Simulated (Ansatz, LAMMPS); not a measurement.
**glassy Na2MgSi3O8 (112 atoms): close-ups with forces and charges**

Density of this cell: 2.67 g/cm³. The cell holds 112 atoms: 8 Mg, 16 Na, 64 O and 24 Si. Cell: a = 11.203 Å, b = 11.203 Å, c = 11.203 Å, α = 90.0°, β = 90.0°, γ = 90.0°. 112 atoms (8 Mg, 16 Na, 64 O, 24 Si) placed at random at 2.58 g/cm³, melted at 4500 K for 20 ps at fixed volume with the Morse and Coulomb pair potential with partial charges (Pedone, Malavasi, Menziani, Cormack and Segre, J. Phys. Chem. B 110, 11780 (2006)). Quenched from 4500 K to 300 K at 10 K/ps and fixed volume, held 20 ps at zero pressure.

Method: Kohn-Sham DFT, PBE, PAW (set soft_2), plane waves (Ansatz 0.2.0; cutoff 420 eV, Γ point, fixed occupations), at the geometry as built.

The whole cell was solved; only parts of it are printed.

The surroundings of O35, which has 2 bonded neighbours where the commonest count for O is 4, nearest first, numbered as they follow in the input and with coordinates relative to it.

| atom | x | y | z | distance (Å) | bonds | Löwdin charge (e) | Fx | Fy | Fz (eV/Å) |
| --- | --- | --- | --- | --- | --- | --- | --- | --- | --- |
| O35 | 0.00 | 0.00 | 0.00 | 0.00 | 2 | -0.80 | -0.23 | -1.15 | -1.37 |
| Si108 | 0.87 | 1.08 | 0.82 | 1.61 | 4 | 1.67 | -0.44 | 0.24 | 2.93 |
| Si101 | -1.10 | -1.16 | 0.48 | 1.66 | 4 | 1.72 | 1.22 | -0.33 | -1.12 |
| O46 | 0.88 | 0.16 | 2.31 | 2.48 | 4 | -0.83 | 0.35 | 0.33 | -0.70 |
| O40 | -2.14 | -0.31 | 1.37 | 2.56 | 3 | -0.81 | -0.99 | 0.52 | 1.87 |
| O43 | 0.11 | 2.43 | 1.09 | 2.67 | 5 | -0.97 | -0.86 | 0.91 | 0.06 |
| O78 | -0.25 | -2.41 | 1.13 | 2.67 | 3 | -0.80 | 0.45 | 0.42 | 0.64 |
| O48 | -1.90 | -1.77 | -0.73 | 2.70 | 4 | -1.04 | -0.84 | 0.16 | -0.61 |
| O52 | 2.36 | 1.53 | 0.42 | 2.85 | 3 | -0.79 | -0.43 | -1.13 | -1.56 |
| O53 | 1.28 | -0.09 | -2.70 | 2.99 | 3 | -0.82 | 0.24 | -0.18 | 0.28 |
| Na13 | 2.12 | -1.85 | 1.14 | 3.03 | 6 | 0.79 | -0.47 | 1.26 | 0.23 |
| Na18 | -2.23 | -0.10 | -2.26 | 3.18 | 5 | 0.75 | -0.25 | -0.44 | 0.39 |
| O47 | 0.47 | 2.36 | -2.08 | 3.18 | 4 | -0.98 | -0.09 | 1.50 | 0.88 |
| Na17 | -1.68 | 2.60 | -0.83 | 3.21 | 7 | 0.79 | 0.57 | -0.08 | 0.20 |
| Si103 | 1.99 | -1.43 | -2.20 | 3.29 | 4 | 1.67 | 1.63 | -0.81 | -1.33 |
| O61 | 1.08 | -2.65 | -1.78 | 3.37 | 3 | -1.03 | -1.18 | -1.29 | 0.33 |
| O76 | 3.03 | -1.19 | -1.05 | 3.42 | 4 | -1.05 | 1.79 | 0.53 | 2.50 |
| Na20 | -1.27 | 1.39 | 2.87 | 3.43 | 6 | 0.79 | 0.66 | 0.24 | -0.10 |
| Si106 | 0.50 | 1.23 | -3.17 | 3.44 | 4 | 1.65 | -0.07 | -0.24 | -0.07 |
| O88 | -3.29 | 1.04 | -0.59 | 3.50 | 4 | -1.03 | -0.79 | -0.37 | -0.42 |
| Si91 | -3.44 | 0.62 | 0.97 | 3.63 | 4 | 1.68 | 2.31 | 3.53 | -2.54 |
| Si95 | 0.67 | -0.80 | 3.63 | 3.78 | 4 | 1.68 | -0.94 | -0.02 | -0.81 |
| O72 | -0.90 | 0.78 | -3.73 | 3.92 | 4 | -1.05 | -2.88 | -0.65 | -1.57 |
| Na9 | 1.30 | 3.69 | -0.58 | 3.95 | 4 | 0.79 | 0.35 | -0.12 | 0.31 |
| Na12 | -1.30 | -2.98 | -2.35 | 4.01 | 6 | 0.77 | 0.93 | -0.27 | -1.12 |
| Si110 | 0.29 | -3.92 | 1.38 | 4.17 | 4 | 1.69 | -1.52 | -0.87 | 0.42 |
| O25 | -3.15 | 2.23 | 1.67 | 4.20 | 4 | -0.84 | 0.56 | -1.42 | 0.36 |
| O41 | -0.84 | -1.12 | 4.00 | 4.24 | 3 | -1.02 | -1.26 | 0.73 | -0.51 |
| O69 | 1.50 | -2.17 | 3.50 | 4.38 | 3 | -0.81 | 1.34 | -1.27 | -0.90 |
| Si98 | 3.87 | 2.05 | 0.25 | 4.39 | 4 | 1.66 | 0.71 | 2.37 | 3.12 |
| O67 | 3.99 | -0.87 | 1.88 | 4.49 | 4 | -0.99 | -1.30 | -0.69 | -2.76 |
| Mg6 | -3.60 | -2.66 | -1.27 | 4.66 | 4 | 1.61 | -0.57 | 0.18 | 1.21 |
| O80 | 1.86 | -4.18 | 1.27 | 4.75 | 4 | -1.01 | 0.20 | 0.13 | -0.30 |
| Na14 | 3.47 | 1.70 | -2.91 | 4.83 | 5 | 0.79 | -0.21 | 0.07 | 0.34 |

The column of bonds counts only the pairs O-Si within 2.12 Å, O-Na within 2.98 Å, O-Mg within 2.62 Å; other neighbours, such as metal atoms beside each other in a compound, aren't counted, and periodic images can show an atom twice.

A closer look about O65, which bears the longest force: 27 atoms, nearest first, numbered in the order of the input, with positions taken from that point.

| atom | x | y | z | distance (Å) | bonds | Löwdin charge (e) | Fx | Fy | Fz (eV/Å) |
| --- | --- | --- | --- | --- | --- | --- | --- | --- | --- |
| O65 | 0.00 | 0.00 | 0.00 | 0.00 | 3 | -1.03 | -1.50 | 5.34 | 4.50 |
| Si97 | 0.42 | -1.10 | -0.90 | 1.48 | 4 | 1.72 | 0.90 | -4.56 | -2.87 |
| Mg8 | -1.47 | -0.05 | 1.32 | 1.97 | 4 | 1.63 | -0.17 | 0.29 | 0.07 |
| Na16 | -0.79 | 2.23 | -0.38 | 2.39 | 5 | 0.76 | 0.91 | -0.71 | -0.36 |
| O56 | -0.88 | -2.17 | -0.91 | 2.51 | 3 | -0.84 | -0.67 | -0.99 | -0.64 |
| O30 | 0.61 | -0.71 | -2.43 | 2.61 | 2 | -0.82 | 0.17 | 0.78 | -1.55 |
| O32 | 1.71 | -1.98 | -0.39 | 2.65 | 2 | -0.81 | 0.88 | 0.08 | 0.08 |
| Na24 | 1.02 | 1.02 | 2.70 | 3.07 | 5 | 0.78 | -0.24 | 0.42 | 0.29 |
| O80 | -2.81 | 1.17 | 0.45 | 3.08 | 4 | -1.01 | 0.20 | 0.13 | -0.30 |
| O50 | -1.85 | -1.76 | 2.02 | 3.26 | 4 | -1.05 | -0.67 | 0.21 | 0.43 |
| Na22 | 2.54 | 1.96 | 0.62 | 3.27 | 4 | 0.76 | -0.12 | 0.29 | -0.56 |
| O63 | -1.30 | 1.11 | 2.92 | 3.39 | 4 | -1.03 | 0.22 | -0.46 | -0.64 |
| O86 | 2.32 | -1.63 | 2.09 | 3.53 | 2 | -0.79 | 0.16 | 1.12 | 0.45 |
| O36 | 1.19 | 3.11 | -1.24 | 3.56 | 5 | -1.34 | 0.72 | -0.69 | -0.65 |
| Si104 | 2.97 | -2.04 | 0.70 | 3.67 | 4 | 1.74 | -1.42 | -1.11 | -1.67 |
| O26 | -0.41 | -3.71 | 1.08 | 3.89 | 2 | -0.78 | 0.32 | -0.32 | 0.22 |
| Si98 | -0.81 | -3.80 | -0.57 | 3.92 | 4 | 1.66 | 0.71 | 2.37 | 3.12 |
| O33 | -1.81 | -0.23 | -3.48 | 3.93 | 3 | -1.05 | -2.20 | 1.17 | 0.60 |
| Si96 | -0.35 | -0.77 | -3.84 | 3.93 | 4 | 1.65 | 0.88 | 2.18 | 2.42 |
| O39 | 3.62 | 0.92 | -1.40 | 3.99 | 4 | -1.01 | -1.27 | 2.20 | -0.52 |
| Si102 | -0.95 | -3.03 | 2.51 | 4.04 | 4 | 1.70 | 0.82 | 0.17 | -2.58 |
| Na10 | 0.52 | 2.31 | -3.33 | 4.09 | 5 | 0.79 | -0.65 | -0.01 | -0.13 |
| O84 | 0.25 | -2.37 | 3.42 | 4.17 | 4 | -0.83 | 0.68 | 0.56 | 0.67 |
| Na9 | -3.37 | -2.16 | -1.39 | 4.24 | 4 | 0.79 | 0.35 | -0.12 | 0.31 |
| Na13 | -2.56 | 3.50 | 0.32 | 4.35 | 6 | 0.79 | -0.47 | 1.26 | 0.23 |
| O71 | 1.53 | 3.43 | 2.19 | 4.35 | 4 | -1.07 | 0.81 | -1.33 | 0.15 |
| O66 | 4.19 | -1.17 | 0.01 | 4.35 | 3 | -0.80 | 0.13 | -0.98 | 0.99 |

The column of bonds counts only the pairs O-Si within 2.12 Å, O-Na within 2.98 Å, O-Mg within 2.62 Å; other neighbours, such as metal atoms beside each other in a compound, aren't counted, and periodic images can show an atom twice.

A closer look about Mg1, one of the 8 Mg atoms: 46 atoms, nearest first, numbered in the order of the input, with positions taken from that point.

| atom | x | y | z | distance (Å) | bonds | Löwdin charge (e) | Fx | Fy | Fz (eV/Å) |
| --- | --- | --- | --- | --- | --- | --- | --- | --- | --- |
| Mg1 | 0.00 | 0.00 | 0.00 | 0.00 | 4 | 1.63 | -0.48 | 0.02 | -0.11 |
| O58 | 0.26 | 1.53 | 1.33 | 2.04 | 4 | -1.06 | 0.62 | -0.09 | -0.71 |
| O57 | 0.57 | -1.67 | -1.04 | 2.05 | 4 | -1.02 | -2.22 | 1.26 | -0.54 |
| O71 | -1.51 | 0.57 | -1.31 | 2.07 | 4 | -1.07 | 0.81 | -1.33 | 0.15 |
| O62 | -0.92 | -0.89 | 1.65 | 2.08 | 3 | -0.94 | 0.32 | 1.90 | -0.84 |
| Na24 | -2.01 | -1.84 | -0.79 | 2.84 | 5 | 0.78 | -0.24 | 0.42 | 0.29 |
| Si94 | -0.71 | 1.22 | 2.60 | 2.96 | 4 | 1.62 | 0.77 | 2.72 | 0.54 |
| O41 | 2.65 | 1.37 | -0.31 | 3.00 | 3 | -1.02 | -1.26 | 0.73 | -0.51 |
| Na22 | -0.50 | -0.90 | -2.87 | 3.05 | 4 | 0.76 | -0.12 | 0.29 | -0.56 |
| O49 | 2.40 | -1.76 | 0.84 | 3.09 | 2 | -0.83 | -1.20 | -0.09 | -0.42 |
| Si105 | 1.84 | -2.43 | -0.56 | 3.09 | 4 | 1.70 | 2.29 | 0.83 | 2.01 |
| Mg5 | 2.29 | 1.79 | 1.55 | 3.30 | 4 | 1.62 | 1.20 | -0.74 | 0.54 |
| Na11 | -0.15 | 3.37 | 0.06 | 3.38 | 4 | 0.75 | -0.63 | -0.15 | -0.97 |
| Si93 | -1.14 | -2.34 | 2.16 | 3.39 | 4 | 1.72 | 0.59 | -0.53 | 1.71 |
| Si100 | -2.38 | 1.95 | -1.73 | 3.53 | 4 | 1.60 | 2.19 | -0.95 | 4.90 |
| O70 | -1.13 | -3.25 | 0.88 | 3.56 | 3 | -0.82 | -0.58 | -1.34 | -2.64 |
| O37 | -2.30 | 1.17 | 2.65 | 3.70 | 3 | -0.80 | -0.44 | -0.21 | -0.22 |
| O45 | -2.31 | 2.88 | -0.41 | 3.71 | 3 | -0.98 | -0.03 | 0.56 | 0.19 |
| O85 | -0.08 | 0.45 | 3.79 | 3.82 | 5 | -1.04 | 1.22 | -1.35 | 2.04 |
| O40 | 1.35 | 2.18 | -2.94 | 3.91 | 3 | -0.81 | -0.99 | 0.52 | 1.87 |
| O51 | 3.22 | 0.21 | 2.31 | 3.96 | 3 | -1.02 | -2.00 | 6.32 | 1.80 |
| O73 | -1.29 | 2.60 | -2.81 | 4.04 | 3 | -0.81 | -1.47 | -0.23 | -0.86 |
| O74 | 3.07 | -2.08 | -1.62 | 4.05 | 3 | -0.82 | 0.68 | -0.71 | -0.02 |
| Si107 | 3.43 | -1.21 | 1.95 | 4.13 | 4 | 1.67 | 1.77 | -4.92 | -1.40 |
| O60 | 0.02 | -2.95 | 3.17 | 4.33 | 2 | -0.79 | 0.29 | 0.65 | 0.68 |
| O27 | -4.23 | 0.40 | 0.93 | 4.35 | 2 | -0.79 | 0.64 | -0.10 | -0.70 |
| O83 | 1.75 | -4.00 | -0.18 | 4.37 | 3 | -0.81 | -0.67 | -0.49 | -1.12 |
| O64 | -0.66 | 2.98 | 3.25 | 4.46 | 5 | -1.12 | 0.57 | 0.56 | -0.62 |
| O78 | 3.24 | 0.08 | -3.18 | 4.54 | 3 | -0.80 | 0.45 | 0.42 | 0.64 |
| Si95 | 4.17 | 1.69 | -0.68 | 4.55 | 4 | 1.68 | -0.94 | -0.02 | -0.81 |
| Si91 | 0.05 | 3.11 | -3.34 | 4.57 | 4 | 1.68 | 2.31 | 3.53 | -2.54 |
| Si99 | -3.82 | 1.24 | 2.24 | 4.60 | 4 | 1.76 | -1.82 | -0.27 | -1.61 |
| O28 | -2.60 | -2.59 | 2.85 | 4.64 | 3 | -0.82 | -0.42 | 1.07 | 0.57 |
| Na20 | 2.22 | 3.88 | -1.44 | 4.70 | 6 | 0.79 | 0.66 | 0.24 | -0.10 |
| O63 | -4.34 | -1.75 | -0.57 | 4.71 | 4 | -1.03 | 0.22 | -0.46 | -0.64 |
| Si101 | 2.39 | 1.33 | -3.84 | 4.71 | 4 | 1.72 | 1.22 | -0.33 | -1.12 |
| O67 | -3.72 | 1.62 | -2.44 | 4.73 | 4 | -0.99 | -1.30 | -0.69 | -2.76 |
| O86 | -0.71 | -4.49 | -1.40 | 4.76 | 2 | -0.79 | 0.16 | 1.12 | 0.45 |
| Si90 | -1.19 | -4.69 | 0.15 | 4.85 | 4 | 1.70 | -0.91 | -1.02 | -0.41 |
| Si110 | 3.79 | -1.43 | -2.93 | 5.00 | 4 | 1.69 | -1.52 | -0.87 | 0.42 |
| Mg2 | 0.81 | 4.33 | 2.37 | 5.00 | 6 | 1.59 | 0.14 | 1.40 | 0.61 |
| Na23 | -2.31 | 4.16 | 1.58 | 5.02 | 6 | 0.77 | -0.42 | -0.13 | -0.16 |
| Na12 | 2.19 | -0.49 | 4.54 | 5.06 | 6 | 0.77 | 0.93 | -0.27 | -1.12 |
| O69 | 4.99 | 0.32 | -0.81 | 5.07 | 3 | -0.81 | 1.34 | -1.27 | -0.90 |
| Na10 | -2.52 | -0.55 | 4.38 | 5.08 | 5 | 0.79 | -0.65 | -0.01 | -0.13 |
| O36 | -1.85 | 0.25 | -4.73 | 5.09 | 5 | -1.34 | 0.72 | -0.69 | -0.65 |

The column of bonds counts only the pairs O-Si within 2.12 Å, O-Na within 2.98 Å, O-Mg within 2.62 Å; other neighbours, such as metal atoms beside each other in a compound, aren't counted, and periodic images can show an atom twice.

A closer look about O36, whose charge lies farthest from its element's mean: 46 atoms, nearest first, numbered in the order of the input, with positions taken from that point.

| atom | x | y | z | distance (Å) | bonds | Löwdin charge (e) | Fx | Fy | Fz (eV/Å) |
| --- | --- | --- | --- | --- | --- | --- | --- | --- | --- |
| O36 | 0.00 | 0.00 | 0.00 | 0.00 | 5 | -1.34 | 0.72 | -0.69 | -0.65 |
| Mg4 | -1.08 | 1.54 | 0.27 | 1.90 | 5 | 1.61 | -0.39 | 0.49 | -0.21 |
| Mg6 | 1.73 | -0.42 | -0.85 | 1.98 | 4 | 1.61 | -0.57 | 0.18 | 1.21 |
| Na16 | -1.98 | -0.89 | 0.86 | 2.33 | 5 | 0.76 | 0.91 | -0.71 | -0.36 |
| Na10 | -0.67 | -0.80 | -2.10 | 2.34 | 5 | 0.79 | -0.65 | -0.01 | -0.13 |
| Na22 | 1.35 | -1.15 | 1.86 | 2.57 | 4 | 0.76 | -0.12 | 0.29 | -0.56 |
| O73 | 0.55 | 2.35 | 1.92 | 3.09 | 3 | -0.81 | -1.47 | -0.23 | -0.86 |
| O76 | -2.84 | 1.04 | -0.63 | 3.09 | 4 | -1.05 | 1.79 | 0.53 | 2.50 |
| O85 | 1.76 | 0.20 | -2.68 | 3.21 | 5 | -1.04 | 1.22 | -1.35 | 2.04 |
| O67 | -1.87 | 1.37 | 2.29 | 3.26 | 4 | -0.99 | -1.30 | -0.69 | -2.76 |
| O39 | 2.43 | -2.19 | -0.17 | 3.28 | 4 | -1.01 | -1.27 | 2.20 | -0.52 |
| O71 | 0.34 | 0.32 | 3.43 | 3.46 | 4 | -1.07 | 0.81 | -1.33 | 0.15 |
| O48 | 3.43 | 0.47 | -0.31 | 3.48 | 4 | -1.04 | -0.84 | 0.16 | -0.61 |
| Si100 | -0.53 | 1.70 | 3.00 | 3.49 | 4 | 1.60 | 2.19 | -0.95 | 4.90 |
| O65 | -1.19 | -3.11 | 1.24 | 3.56 | 3 | -1.03 | -1.50 | 5.34 | 4.50 |
| Si91 | 1.89 | 2.86 | 1.39 | 3.70 | 4 | 1.68 | 2.31 | 3.53 | -2.54 |
| O81 | -1.05 | 3.56 | -0.38 | 3.73 | 4 | -0.99 | 0.37 | -0.75 | -0.58 |
| O88 | 2.05 | 3.28 | -0.18 | 3.87 | 4 | -1.03 | -0.79 | -0.37 | -0.42 |
| O37 | -0.46 | 0.91 | -3.82 | 3.95 | 3 | -0.80 | -0.44 | -0.21 | -0.22 |
| O30 | -0.58 | -3.82 | -1.20 | 4.05 | 2 | -0.82 | 0.17 | 0.78 | -1.55 |
| Na13 | -3.75 | 0.38 | 1.56 | 4.08 | 6 | 0.79 | -0.47 | 1.26 | 0.23 |
| O40 | 3.20 | 1.93 | 1.79 | 4.14 | 3 | -0.81 | -0.99 | 0.52 | 1.87 |
| Si94 | 1.14 | 0.97 | -3.87 | 4.15 | 4 | 1.62 | 0.77 | 2.72 | 0.54 |
| O29 | -2.82 | 0.35 | -3.06 | 4.18 | 3 | -0.83 | -1.21 | -0.81 | 2.00 |
| Na18 | 3.11 | 2.13 | -1.84 | 4.19 | 5 | 0.75 | -0.25 | -0.44 | 0.39 |
| Si97 | -0.77 | -4.22 | 0.34 | 4.30 | 4 | 1.72 | 0.90 | -4.56 | -2.87 |
| Si103 | -3.88 | 0.81 | -1.78 | 4.34 | 4 | 1.67 | 1.63 | -0.81 | -1.33 |
| O64 | 1.19 | 2.72 | -3.22 | 4.38 | 5 | -1.12 | 0.57 | 0.56 | -0.62 |
| Si101 | 4.24 | 1.08 | 0.90 | 4.47 | 4 | 1.72 | 1.22 | -0.33 | -1.12 |
| Na24 | -0.16 | -2.09 | 3.94 | 4.47 | 5 | 0.78 | -0.24 | 0.42 | 0.29 |
| Mg3 | 0.83 | 4.08 | -1.68 | 4.49 | 4 | 1.62 | -0.31 | -0.94 | 1.07 |
| Na12 | 4.04 | -0.74 | -1.93 | 4.54 | 6 | 0.77 | 0.93 | -0.27 | -1.12 |
| O28 | -0.75 | -2.84 | -3.63 | 4.67 | 3 | -0.82 | -0.42 | 1.07 | 0.57 |
| O80 | -4.00 | -1.94 | 1.69 | 4.76 | 4 | -1.01 | 0.20 | 0.13 | -0.30 |
| Si99 | -1.98 | 0.98 | -4.23 | 4.77 | 4 | 1.76 | -1.82 | -0.27 | -1.61 |
| Si98 | -2.00 | 4.29 | 0.67 | 4.78 | 4 | 1.66 | 0.71 | 2.37 | 3.12 |
| Si111 | 3.54 | -3.26 | 0.07 | 4.81 | 4 | 1.68 | -1.80 | -0.67 | 0.04 |
| O57 | 2.41 | -1.92 | 3.69 | 4.81 | 4 | -1.02 | -2.22 | 1.26 | -0.54 |
| Mg8 | -2.66 | -3.16 | 2.55 | 4.85 | 4 | 1.63 | -0.17 | 0.29 | 0.07 |
| Si96 | -1.54 | -3.88 | -2.60 | 4.92 | 4 | 1.65 | 0.88 | 2.18 | 2.42 |
| O60 | 1.86 | -3.20 | -3.30 | 4.96 | 2 | -0.79 | 0.29 | 0.65 | 0.68 |
| O61 | -4.78 | -0.41 | -1.36 | 4.99 | 3 | -1.03 | -1.18 | -1.29 | 0.33 |
| O33 | -3.00 | -3.34 | -2.24 | 5.02 | 3 | -1.05 | -2.20 | 1.17 | 0.60 |
| O62 | 0.93 | -1.14 | -4.82 | 5.04 | 3 | -0.94 | 0.32 | 1.90 | -0.84 |
| O45 | -0.46 | 2.63 | 4.32 | 5.07 | 3 | -0.98 | -0.03 | 0.56 | 0.19 |
| Si93 | 0.70 | -2.59 | -4.31 | 5.08 | 4 | 1.72 | 0.59 | -0.53 | 1.71 |

The column of bonds counts only the pairs O-Si within 2.12 Å, O-Na within 2.98 Å, O-Mg within 2.62 Å; other neighbours, such as metal atoms beside each other in a compound, aren't counted, and periodic images can show an atom twice.

Neighbours are counted within 2.12 Å (O-Si), 2.98 Å (O-Na), 2.62 Å (O-Mg).

Length of the force by element and coordination:

| element | coordination | atoms | mean length of the force (eV/Å) | spread | least | most |
| --- | --- | --- | --- | --- | --- | --- |
| Mg | all | 8 | 1.10 | 0.479 | 0.339 | 1.53 |
| Mg | 3 | 1 | 1.48 | 0 | 1.48 | 1.48 |
| Mg | 4 | 5 | 1.03 | 0.506 | 0.339 | 1.51 |
| Mg | 5 | 1 | 0.660 | 0 | 0.660 | 0.660 |
| Mg | 6 | 1 | 1.53 | 0 | 1.53 | 1.53 |
| Na | all | 16 | 0.738 | 0.346 | 0.375 | 1.48 |
| Na | 4 | 3 | 0.762 | 0.291 | 0.485 | 1.16 |
| Na | 5 | 7 | 0.647 | 0.249 | 0.410 | 1.21 |
| Na | 6 | 5 | 0.878 | 0.458 | 0.375 | 1.48 |
| Na | 7 | 1 | 0.604 | 0 | 0.604 | 0.604 |
| O | all | 64 | 1.84 | 1.33 | 0.380 | 7.14 |
| O | 2 | 11 | 1.39 | 0.594 | 0.500 | 2.42 |
| O | 3 | 24 | 2.22 | 1.73 | 0.414 | 7.14 |
| O | 4 | 25 | 1.72 | 1.08 | 0.380 | 5.10 |
| O | 5 | 4 | 1.55 | 0.691 | 1.01 | 2.73 |
| Si | all | 24 | 2.93 | 1.43 | 0.258 | 5.46 |

Löwdin charges by element and coordination (they lack the spilled electrons, 0.062 e an atom on average):

| element | coordination | atoms | mean charge (e) | spread | least | most |
| --- | --- | --- | --- | --- | --- | --- |
| Mg | all | 8 | 1.62 | 0.0139 | 1.59 | 1.63 |
| Mg | 3 | 1 | 1.63 | 0 | 1.63 | 1.63 |
| Mg | 4 | 5 | 1.62 | 0.0071 | 1.61 | 1.63 |
| Mg | 5 | 1 | 1.61 | 0 | 1.61 | 1.61 |
| Mg | 6 | 1 | 1.59 | 0 | 1.59 | 1.59 |
| Na | all | 16 | 0.777 | 0.016 | 0.751 | 0.803 |
| Na | 4 | 3 | 0.766 | 0.0144 | 0.755 | 0.786 |
| Na | 5 | 7 | 0.780 | 0.0185 | 0.751 | 0.803 |
| Na | 6 | 5 | 0.778 | 0.0102 | 0.768 | 0.793 |
| Na | 7 | 1 | 0.788 | 0 | 0.788 | 0.788 |
| O | all | 64 | -0.920 | 0.12 | -1.34 | -0.766 |
| O | 2 | 11 | -0.801 | 0.0178 | -0.826 | -0.766 |
| O | 3 | 24 | -0.878 | 0.093 | -1.05 | -0.79 |
| O | 4 | 25 | -0.980 | 0.0864 | -1.07 | -0.816 |
| O | 5 | 4 | -1.12 | 0.139 | -1.34 | -0.974 |
| Si | all | 24 | 1.69 | 0.0429 | 1.60 | 1.77 |

The quench rate of 10 K/ps is many orders above laboratory rates, so the cell is likely richer in defects and strain than a real sample. The force components of 1.3 eV/Å r.m.s. hold both thermal displacement and the mismatch between the potential that made the cell and DFT. The network of bonds at the start is that of the classical potential that made the cell, and needn't be the one that DFT or experiment would give. Only the Γ point is sampled, in a cell whose shortest periodic width is 11 Å. The Löwdin charges lack the electrons that the projection spills, 0.062 e an atom on average.

[Hosts, paths, dates, database ids (printed as entryN), source tags and the programs' standing remarks are cut or masked in the printed files.]
